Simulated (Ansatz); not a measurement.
# Phonons of ZrB2 (P6/mmm) against volume

Aim: how do the optical modes of ZrB2 (P6/mmm) move with volume?

Calculated with Ansatz 0.2.0; DFT PBEsol, scalar-relativistic, plane waves, PAW; PAW set soft_1.

### 1. Starting point

It takes space group P6/mmm (No. 191, hexagonal). The conventional cell has a = 3.170 Å, b = 3.170 Å, c = 3.533 Å, α = 90.00°, β = 90.00°, γ = 120.00°. Nearest to B lie 3 B at 1.83 Å and 6 Zr at 2.54 Å. Nearest to Zr lie 12 B at 2.54 Å. Farther neighbours are not listed.

### 2. Relaxation

The cell and atoms are relaxed, since residual forces and stress would shift the frequencies.

Contents of input.yaml:

```yaml
crystal:
  lattice:
    - [3.17, 0.0, 0.0]
    - [-1.585, 2.74530053, 0.0]
    - [0.0, 0.0, 3.533]
  atoms:
    - { symbol: B, position: [0.33333333, 0.66666667, 0.5] }
    - { symbol: B, position: [0.66666667, 0.33333333, 0.5] }
    - { symbol: Zr, position: [0.0, 0.0, 0.0] }
kpoints:
  mp_grid: { grid: [15, 15, 12] }
hamiltonian:
  xc: pbesol
  pseudopotentials: { kind: paw, azcp: { folder: soft_1 }, xc_functional: pbe }
scf:
  occupations: { method: gaussian, width: 0.1 }
output:
  forces: true
  stress: true
  eigenvalues: true
  write_density: true
  write_potential: true
  elf: true
  volumetric_format: npy
relax:
  adjacent_minimum: "off"
  f_tol: 0.005
  max_steps: 80
  cell: { stress_tol: 0.05 }
```

Run with:

```
$ ansatz run input.yaml --threads 4 --pin off --max-ram 10240MiB --backend cpu --events-out ev --progress --plain --runs-dir out
```

Numbers of over 12 decimals in the logs are rounded to 6 here.

Output:

```text
Engine: ansatz 0.2.0, x86_64-unknown-linux-gnu
Pseudopotentials: kind: paw
Pseudopotential: B, paw, valence charge 3, recommended cutoff 420 eV (normal), soft_1/B.paw.azcp
Pseudopotential: Zr, paw, valence charge 12, recommended cutoff 420 eV (normal), soft_1/Zr.paw.azcp
Functional definition: PBEsol
  exchange = pbesol_x
  correlation = pbesol_c
Crystal: 3 atoms, lattice volume = 30.746 Å³
Basis set: ecut = 420 eV, 575 PW (Γ), exchange–correlation on 48×48×48 points (8 copies of the dense FFT grid, shifted against one another)
Bands: 13, of which v1, the nominal top of the filled ones, is band 9 counted from 1 (8 counted from 0)
Symmetry: 24 space group operations
Space group: P6/mmm (ITA 191), of the structure as read, at distance tolerance 3.1e-5 Å
k-points: 189 of 2700
Non-local potential: B, projectors of the file, l = 0: 2, l = 1: 2, l = 2: 1
Non-local potential: Zr, projectors of the file, l = 0: 3, l = 1: 2, l = 2: 2, l = 3: 1
PAW form: soft (Blöchl's): semilocal exchange-correlation on the pseudo side does not see the compensation charge
PAW frozen core: B, regenerated for the run's functional, and the local potential with it (the file was generated under x = pbe(κ = 0.804, μ = 0.219515), c = pbe(β = 0.066725))
PAW frozen core: Zr, regenerated for the run's functional, and the local potential with it (the file was generated under x = pbe(κ = 0.804, μ = 0.219515), c = pbe(β = 0.066725))
PAW one-centre angular grid: B, 110 points (default); XC on 64 Gauss nodes
PAW one-centre angular grid: Zr, 590 points (default); XC on 64 Gauss nodes
Initial density: superposition of atomic densities (chi_scale 0.1, normalization cell, long waves kept (reshape's long-wave potential 0.00 eV rms))
Initial wavefunctions: pseudopotential atomic-orbital guess
Functional: x = pbesol(κ = 0.804, μ = 0.123457), c = pbesol(β = 0.046)
SCF iter   1: F=—  HF=-4437.716497 eV  |F-HF|=—  |Δ(HF+E_count)|=         —  Δρ=5.36e-2  dr2=1.63e0  ethr=3.10e-3  ⟨swp⟩=4.9  Hψ=11962  notcnv=0
preconditioner: auto → none  [metal: Δε(μ)=0.047 eV  Ē_g=16.980 eV  σ=0.100 eV  W_gap=0.25  n_scr=8 (ndim 8)  ℏωp=26.8 eV  f_vac=0.000  D(μ)=0.28/eV (n_scr^D=0)  sad-step TF]
SCF iter   2: F=—  HF=-4437.342878 eV  |F-HF|=—  |Δ(HF+E_count)|=   3.74e-1  Δρ=2.69e-2  dr2=3.69e-1  ethr=3.10e-3  ⟨swp⟩=2.1  Hψ=4790  notcnv=0  defer=2
SCF iter   3: F=—  HF=-4437.236449 eV  |F-HF|=—  |Δ(HF+E_count)|=   1.06e-1  Δρ=2.26e-3  dr2=1.18e-3  ethr=2.05e-3  ⟨swp⟩=2.1  Hψ=4183  notcnv=0  defer=2
SCF iter   4: F=—  HF=-4437.236814 eV  |F-HF|=—  |Δ(HF+E_count)|=   3.66e-4  Δρ=4.05e-4  dr2=4.58e-5  ethr=6.56e-6  ⟨swp⟩=2.4  Hψ=5400  notcnv=0  defer=1
SCF iter   5: F=—  HF=-4437.236818 eV  |F-HF|=—  |Δ(HF+E_count)|=   3.72e-6  Δρ=4.97e-5  dr2=8.41e-7  ethr=2.54e-7  ⟨swp⟩=2.1  Hψ=3518  notcnv=0  defer=1
SCF iter   6: F=-4437.236818 eV  HF=-4437.236818 eV  |F-HF|=7.39e-9  |Δ(HF+E_count)|=  3.09e-10  Δρ=8.48e-6  dr2=1.36e-8  ethr=5.56e-10  ⟨swp⟩=9.0  Hψ=17040  notcnv=0
SCF 1 converged in 6 iterations: F = -4437.236818 eV  dr2 = 1.36e-8
  greatest PAW one-centre occupation: 0.996 electrons in one spin orbital (limit 2), on the Zr atom at site 2 (counted from 0), in its partial waves of l = 0
relax step   1: F+E_penalty+E_count = -4437.23681779 eV  Δ(F+E_penalty+E_count) = +0.000e0 eV  max|allowed force component| = 5.551e-17 eV/Å  Δτ_max = 0.0000 Å  P = -4.060 GPa  Ω = 30.746 Å³  (6 SCF iters, dr2 threshold 1.00e-7 eV, accepted)
Crystal: 3 atoms, lattice volume = 29.976 Å³
Basis set: ecut = 420 eV, 563 PW (Γ), exchange–correlation on 48×48×48 points (8 copies of the dense FFT grid, shifted against one another)
Initial density: handed on by an earlier stage of this run
Initial wavefunctions: those handed on with the density
iter 1 solved again at ethr=2.35e-5 eV; its pass at ethr=3.10e-3 eV (dr2=4.23e-3 eV) is discarded
SCF iter   1: F=—  HF=-4437.241784 eV  |F-HF|=—  |Δ(HF+E_count)|=         —  Δρ=2.56e-3  dr2=3.78e-3  ethr=2.35e-5  ⟨swp⟩=2.0  Hψ=15989  notcnv=0
preconditioner: auto → none  [metal: Δε(μ)=0.070 eV  Ē_g=17.023 eV  σ=0.100 eV  W_gap=0.38  n_scr=8 (ndim 8)  ℏωp=27.1 eV  f_vac=0.000  D(μ)=0.22/eV (n_scr^D=0)]
SCF iter   2: F=—  HF=-4437.240917 eV  |F-HF|=—  |Δ(HF+E_count)|=   8.67e-4  Δρ=1.11e-3  dr2=7.15e-4  ethr=2.10e-5  ⟨swp⟩=2.0  Hψ=3394  notcnv=0
SCF iter   3: F=—  HF=-4437.240703 eV  |F-HF|=—  |Δ(HF+E_count)|=   2.14e-4  Δρ=3.41e-4  dr2=1.99e-5  ethr=3.97e-6  ⟨swp⟩=2.1  Hψ=3434  notcnv=0
SCF iter   4: F=—  HF=-4437.240695 eV  |F-HF|=—  |Δ(HF+E_count)|=   7.92e-6  Δρ=5.86e-5  dr2=2.73e-7  ethr=1.67e-9  ⟨swp⟩=7.2  Hψ=18343  notcnv=0
SCF iter   5: F=-4437.240695 eV  HF=-4437.240695 eV  |F-HF|=3.10e-9  |Δ(HF+E_count)|=   2.40e-7  Δρ=7.18e-6  dr2=6.08e-9  ethr=1.52e-9  ⟨swp⟩=5.2  Hψ=14198  notcnv=0
SCF 2 converged in 5 iterations: F = -4437.240695 eV  dr2 = 6.08e-9
relax step   2: F+E_penalty+E_count = -4437.24069523 eV  Δ(F+E_penalty+E_count) = -3.877e-3 eV  max|allowed force component| = 3.701e-16 eV/Å  Δτ_max = 0.0000 Å  P = +2.077 GPa  Ω = 29.976 Å³  energy of the carried Pulay correction = +4.369e-4 eV  (5 SCF iters, dr2 threshold 3.00e-7 eV, accepted)
Crystal: 3 atoms, lattice volume = 30.216 Å³
iter 1 solved again at ethr=1.55e-6 eV; its pass at ethr=3.10e-3 eV (dr2=2.78e-4 eV) is discarded
SCF iter   1: F=—  HF=-4437.243760 eV  |F-HF|=—  |Δ(HF+E_count)|=         —  Δρ=9.31e-4  dr2=3.18e-4  ethr=1.55e-6  ⟨swp⟩=2.2  Hψ=16896  notcnv=0
preconditioner: auto → none  [metal: Δε(μ)=0.037 eV  Ē_g=8.955 eV  σ=0.100 eV  W_gap=0.21  n_scr=8 (ndim 8)  ℏωp=21.4 eV  f_vac=0.000  D(μ)=0.21/eV (n_scr^D=0)]
SCF iter   2: F=—  HF=-4437.243660 eV  |F-HF|=—  |Δ(HF+E_count)|=   1.01e-4  Δρ=3.28e-4  dr2=2.00e-5  ethr=1.55e-6  ⟨swp⟩=2.7  Hψ=3862  notcnv=0
SCF iter   3: F=—  HF=-4437.243651 eV  |F-HF|=—  |Δ(HF+E_count)|=   8.91e-6  Δρ=8.37e-5  dr2=7.18e-7  ethr=1.11e-7  ⟨swp⟩=2.4  Hψ=3381  notcnv=0
iter 4 did not close the SCF: its close was put off for the readings that it lacked (scf_convergence_deferred on its scf_iter line)
SCF iter   4: F=-4437.243651 eV  HF=-4437.243651 eV  |F-HF|=8.19e-12  |Δ(HF+E_count)|=   1.00e-7  Δρ=3.94e-6  dr2=1.79e-9  ethr=3.99e-9  ⟨swp⟩=1.8  Hψ=3083  notcnv=0
iter 5 did not close the SCF: its close was put off for the readings that it lacked (scf_convergence_deferred on its scf_iter line)
SCF iter   5: F=-4437.243651 eV  HF=-4437.243651 eV  |F-HF|=8.19e-12  |Δ(HF+E_count)|=  6.04e-10  Δρ=4.80e-7  dr2=1.89e-11  ethr=9.94e-12  ⟨swp⟩=2.4  Hψ=4186  notcnv=0
SCF iter   6: F=-4437.243651 eV  HF=-4437.243651 eV  |F-HF|=0.00e0  |Δ(HF+E_count)|=  1.09e-11  Δρ=7.40e-8  dr2=5.31e-13  ethr=1.00e-12  ⟨swp⟩=4.1  Hψ=10212  notcnv=0
the search or the solves at the SCF's close seem to have found levels that the self-consistency loop had missed (the run counts 1). By its estimate they hold under 1e-12 electrons; where the run keeps them, the occupations were computed again with them
SCF 3 converged in 6 iterations: F = -4437.243651 eV  dr2 = 5.31e-13
relax step   3: F+E_penalty+E_count = -4437.24365078 eV  Δ(F+E_penalty+E_count) = -2.956e-3 eV  max|allowed force component| = 1.234e-17 eV/Å  Δτ_max = 0.0000 Å  P = +0.180 GPa  Ω = 30.216 Å³  energy of the carried Pulay correction = +3.023e-4 eV  (6 SCF iters, dr2 threshold 3.00e-7 eV, accepted)
[...]
relax step   4: F+E_penalty+E_count = -4437.24377854 eV  Δ(F+E_penalty+E_count) = -1.278e-4 eV  max|allowed force component| = 1.665e-16 eV/Å  Δτ_max = 0.0000 Å  P = -0.057 GPa  Ω = 30.240 Å³  energy of the carried Pulay correction = +2.875e-4 eV  (6 SCF iters, dr2 threshold 3.00e-7 eV, accepted)
[...]
relax step   5: F+E_penalty+E_count = -4437.24378392 eV  Δ(F+E_penalty+E_count) = -5.377e-6 eV  max|allowed force component| = 2.776e-16 eV/Å  Δτ_max = 0.0000 Å  P = -0.000 GPa  Ω = 30.233 Å³  energy of the carried Pulay correction = +2.914e-4 eV  (7 SCF iters, accepted)
Initial wavefunctions: pseudopotential atomic-orbital guess (no wavefunctions were taken with the density)
iter 1 solved again at ethr=9.01e-8 eV; its pass at ethr=3.10e-3 eV (dr2=1.62e-5 eV) is discarded
SCF iter   1: F=—  HF=-4437.243513 eV  |F-HF|=—  |Δ(HF+E_count)|=         —  Δρ=2.80e-5  dr2=2.56e-8  ethr=9.01e-8  ⟨swp⟩=3.0  Hψ=19041  notcnv=0
SCF iter   2: F=—  HF=-4437.243507 eV  |F-HF|=—  |Δ(HF+E_count)|=   5.91e-6  Δρ=1.40e-5  dr2=5.96e-9  ethr=1.42e-10  ⟨swp⟩=2.3  Hψ=3940  notcnv=0
SCF iter   3: F=—  HF=-4437.243507 eV  |F-HF|=—  |Δ(HF+E_count)|=   1.51e-8  Δρ=1.34e-6  dr2=3.09e-10  ethr=3.31e-11  ⟨swp⟩=2.3  Hψ=4155  notcnv=0
iter 4 did not close the SCF: its close was put off for the readings that it lacked (scf_convergence_deferred on its scf_iter line)
SCF iter   4: F=-4437.243507 eV  HF=-4437.243507 eV  |F-HF|=1.00e-11  |Δ(HF+E_count)|=  2.64e-11  Δρ=2.17e-7  dr2=1.15e-11  ethr=1.72e-12  ⟨swp⟩=2.4  Hψ=4032  notcnv=0
iter 5 did not close the SCF: its close was put off for the readings that it lacked (scf_convergence_deferred on its scf_iter line)
SCF iter   5: F=-4437.243507 eV  HF=-4437.243507 eV  |F-HF|=1.82e-12  |Δ(HF+E_count)|=  5.46e-12  Δρ=4.28e-8  dr2=4.79e-13  ethr=1.00e-12  ⟨swp⟩=1.0  Hψ=2457  notcnv=0
iter 6 did not close the SCF: its close was put off for the readings that it lacked (scf_convergence_deferred on its scf_iter line)
SCF iter   6: F=-4437.243507 eV  HF=-4437.243507 eV  |F-HF|=9.09e-13  |Δ(HF+E_count)|=  9.09e-13  Δρ=9.18e-9  dr2=2.07e-14  ethr=1.00e-12  ⟨swp⟩=1.0  Hψ=2457  notcnv=0
iter 7 did not close the SCF: its close was put off for the readings that it lacked (scf_convergence_deferred on its scf_iter line)
SCF iter   7: F=-4437.243507 eV  HF=-4437.243507 eV  |F-HF|=0.00e0  |Δ(HF+E_count)|=  9.09e-13  Δρ=2.22e-9  dr2=1.64e-15  ethr=1.00e-12  ⟨swp⟩=1.0  Hψ=2457  notcnv=0
SCF iter   8: F=-4437.243507 eV  HF=-4437.243507 eV  |F-HF|=9.09e-13  |Δ(HF+E_count)|=    0.00e0  Δρ=2.17e-10  dr2=1.00e-17  ethr=1.00e-12  ⟨swp⟩=2.0  Hψ=7295  notcnv=0
SCF 6 converged in 8 iterations: F = -4437.243507 eV  dr2 = 1.00e-17
relax step   6: F+E_penalty+E_count = -4437.24350707 eV  Δ(F+E_penalty+E_count) = +2.769e-4 eV  max|allowed force component| = 2.714e-16 eV/Å  Δτ_max = 0.0000 Å  P = -0.014 GPa  Ω = 30.233 Å³  stress off target by 1.68e-2 GPa  SCF on the basis re-selected at this cell (its energy is not comparable with the rows above)  (8 SCF iters)
basis re-selected at this cell: Δ(F+E_penalty+E_count) = +2.769e-4 eV, ΔP = -0.014 GPa vs the last step (what re-selecting the basis moved, of the pressure what is left beyond the Pulay correction that the steps carried, after the strain that the cell walked since its last selection, with what the two solves' SCF thresholds leave and, on support functions, any second-order correction that the steps lacked; it is no m [...]
SCF converged after 8 iterations
Free energy (F): -4437.243507 eV
Harris-Foulkes:  -4437.243507 eV  (|F-HF|=9.09e-13)
Internal energy: -4437.242437 eV  (E = F + TS)
E sigma→0 (E₀):  -4437.242972 eV
Entropy (-TS):   -0.001071 eV (-0.357 meV/atom)
Fermi energy:    15.922305 eV
--- Per-component energies (eV) ---
  E_band       = -21.751440
  E_kinetic    = 419.456141
  E_local      = -520.782416  (includes V_loc(G=0)·N_el)
  E_nonlocal   = 91.097698
  E_hartree    = 176.411773
  E_xc         = -222.015710
  E_vxc        = -263.579460  (∫ρ·V_xc dr)
  E_paw        = -3060.002220  (= ΣΔE_a)
  E_vpaw       = -100.766940  (= ΣTr[D̂ρ^β])
  E_aug_tail   = -0.000009  (compensation charges beyond the density's cutoff)
  E_ewald      = -1321.602836
  E_core_change = 0.195143  (= ΣΔE_core)
  E_smearing   = -0.001071  (= −TS)
  E_closure    = -0.000000  (closes the sum)
  Σ components = -4437.243507   (vs F -4437.243507, Δ=0.00e0)
--- Forces (eV/Å), atoms counted from 1 ---
  atom   1  B      0.00000000    -0.00000000     0.00000000
  atom   2  B      0.00000000     0.00000000     0.00000000
  atom   3  Zr     0.00000000     0.00000000     0.00000000
  max |Σ_I F_I| component: 1.67e-16 eV/Å
--- Stress (GPa, compression-positive) ---
       -0.012834       0.000000      -0.000000
        0.000000      -0.012834      -0.000000
       -0.000000      -0.000000      -0.016844
  P = ⅓ Tr σ = -0.0142 GPa (-0.142 kbar)
--- Band table (eV; the first three rows and the last of 189) ---
  k-point 0: bands = [... 5 lower, 13.2596, 13.2596, 13.2827, 13.6430, 19.3998, 19.3998, 20.2313, 20.2313]
  k-point 1: bands = [... 5 lower, 12.5597, 13.3265, 13.3265, 14.3331, 18.8253, 18.8253, 20.0077, 20.0077]
  k-point 2: bands = [... 5 lower, 11.6495, 13.5251, 13.5251, 15.1691, 17.9628, 17.9628, 19.4177, 19.4177]
  k-point 188: bands = [... 5 lower, 7.1429, 11.0105, 13.2584, 13.2584, 20.1300, 22.1538, 22.1538, 22.6733]
--- Relaxed structure (5 steps of the walk, 5 accepted, 1 SCFs on fresh bases) ---
  F+E_penalty+E_count = -4437.24350707 eV   max|allowed force component| = 2.714e-16 eV/Å   (the final SCF, on the basis selected at the relaxed cell)
  cell:  # Å, volume = 30.2331 Å³
    - [3.154887, 0.0, 0.0]
    - [-1.577444, 2.732212, 0.0]
    - [0.0, 0.0, 3.507391]
  atoms:
    - { symbol: B, position: [0.333333, 0.666667, 0.500000] }
    - { symbol: B, position: [0.666667, 0.333333, 0.500000] }
    - { symbol: Zr, position: [0, 0, 0.0] }
```

Run time: 7 s. Hardware: 4 threads of Intel Xeon at 2.60GHz (Ice Lake), shared host; peak memory 0.46 GiB.

Relaxation path:

```csv
step,energy less that of the first step (eV),largest force component (eV/Å),pressure (GPa),volume (Å³)
1,0.0000,0.0000,-4.06,30.75
2,-0.0039,0.0000,2.08,29.98
3,-0.0068,0.0000,0.18,30.22
4,-0.0070,0.0000,-0.06,30.24
5,-0.0070,0.0000,0.00,30.23
6*,-0.0067,0.0000,-0.01,30.23
```

Relaxation steps marked * repeat the geometry before them on a plane-wave basis chosen anew for their cell, so energy and pressure can jump there.

The run keeps the 24 symmetry operations that it works with, so distortions that break them were not tested.

```csv
"conventional cell, symmetrised",before,after,change
a (Å),3.170,3.155,-0.5 %
b (Å),3.170,3.155,-0.5 %
c (Å),3.533,3.507,-0.7 %
volume (Å³/atom),10.25,10.08,-1.7 %
```

Final coordinates:

```
B Zr
1.0
     3.15489    0.00000    0.00000
    -1.57744    2.73221    0.00000
     0.00000    0.00000    3.50739
B Zr
2 1
Direct
  0.33333 0.66667 0.50000
  0.66667 0.33333 0.50000
  0.00000 0.00000 0.00000
```

Numbers from this step:

- pressure: -0.01417 GPa
- volume per atom: 10.08 Å³
- gap on the k-mesh: 0 eV

Electrostatic potential energy in the ab plane at fractional z = 0.500, with atoms of B within 0.2 Å of it. With pseudopotentials it is smooth inside the atoms' cores, unlike the true potential.

Ten even steps from '0' (-27 eV) to '9' (16 eV):
```
9999988778899999
9999864346899999
9998520025899999
9985100015899999
9862000026899999
8840000048888888
8730000378865568
8742124787421247
8865568873000037
8888888840000048
9999998620000268
9999998510001589
9999998520025899
9999998643468999
9999998877889999
9999998888899999
```
Columns run along a (3.2 Å; values clipped at the 3rd and 97th percentile), rows up along b (3.2 Å). Atoms in or near the plane, at fractional coordinates: B at (0.33, 0.67), B at (0.67, 0.33).

Valence density in the ab plane at fractional z = 0.500, with atoms of B within 0.2 Å of it. It is the smooth field of the valence electrons, not physical close to the nuclei.

Ten even steps from '0' (0.16 e/Å³) to '9' (0.79 e/Å³):
```
0012357997532100
0113579997531100
1235789987532111
2357876787532212
4578733787543333
6799636997655555
8999779998777777
9998889999988899
8777777899977999
6555556799636997
4333345787337875
2212235787678753
1111235789987532
0001135799975311
0001235799753210
0001246898642100
```
Columns run along a (3.2 Å), rows up along b (3.2 Å). Atoms in or near the plane, at fractional coordinates: B at (0.33, 0.67), B at (0.67, 0.33).

ELF in the ab plane at fractional z = 0.500, with atoms of B within 0.2 Å of it. It is the smooth field of the valence electrons, not physical close to the nuclei.

Values, 16 rows by 16 columns:
```
0.19 0.23 0.32 0.45 0.59 0.71 0.79 0.83 0.83 0.79 0.71 0.59 0.45 0.32 0.23 0.19
0.25 0.32 0.42 0.53 0.61 0.66 0.67 0.67 0.66 0.65 0.61 0.53 0.42 0.32 0.25 0.23
0.36 0.45 0.53 0.57 0.51 0.38 0.29 0.29 0.39 0.51 0.56 0.53 0.45 0.36 0.32 0.32
0.52 0.59 0.61 0.51 0.26 0.07 0.02 0.06 0.26 0.51 0.61 0.59 0.52 0.45 0.42 0.45
0.67 0.71 0.66 0.38 0.07 0.00 0.01 0.07 0.39 0.66 0.71 0.67 0.59 0.53 0.53 0.59
0.79 0.79 0.67 0.29 0.02 0.01 0.01 0.29 0.66 0.79 0.79 0.71 0.61 0.56 0.61 0.71
0.85 0.83 0.67 0.29 0.06 0.07 0.29 0.67 0.83 0.85 0.79 0.66 0.51 0.51 0.65 0.79
0.86 0.83 0.66 0.39 0.26 0.39 0.66 0.83 0.86 0.83 0.66 0.39 0.26 0.39 0.66 0.83
0.85 0.79 0.65 0.51 0.51 0.66 0.79 0.85 0.83 0.67 0.29 0.07 0.06 0.29 0.67 0.83
0.79 0.71 0.61 0.56 0.61 0.71 0.79 0.79 0.66 0.29 0.01 0.01 0.02 0.29 0.67 0.79
0.67 0.59 0.53 0.53 0.59 0.67 0.71 0.66 0.39 0.07 0.01 0.00 0.07 0.38 0.66 0.71
0.52 0.45 0.42 0.45 0.52 0.59 0.61 0.51 0.26 0.06 0.02 0.07 0.26 0.51 0.61 0.59
0.36 0.32 0.32 0.36 0.45 0.53 0.56 0.51 0.39 0.29 0.29 0.38 0.51 0.57 0.53 0.45
0.25 0.23 0.25 0.32 0.42 0.53 0.61 0.65 0.66 0.67 0.67 0.66 0.61 0.53 0.42 0.32
0.19 0.19 0.23 0.32 0.45 0.59 0.71 0.79 0.83 0.83 0.79 0.71 0.59 0.45 0.32 0.23
0.17 0.19 0.25 0.36 0.52 0.67 0.79 0.85 0.86 0.85 0.79 0.67 0.52 0.36 0.25 0.19
```
Columns run along a (3.2 Å), rows up along b (3.2 Å). Atoms in or near the plane, at fractional coordinates: B at (0.33, 0.67), B at (0.67, 0.33).

In this step the volume went from 10.25 to 10.08 Å³/atom.

(Continued in part 2 of 3.)

[Logs are printed without paths, hosts, clocks, repeated set-up lines and the standing remarks that a program may print on its own settings, such as how far it seeks lower states.]

[Hosts, paths, dates, database ids (printed as entryN), source tags and the programs' standing remarks are cut or masked in the printed files.]
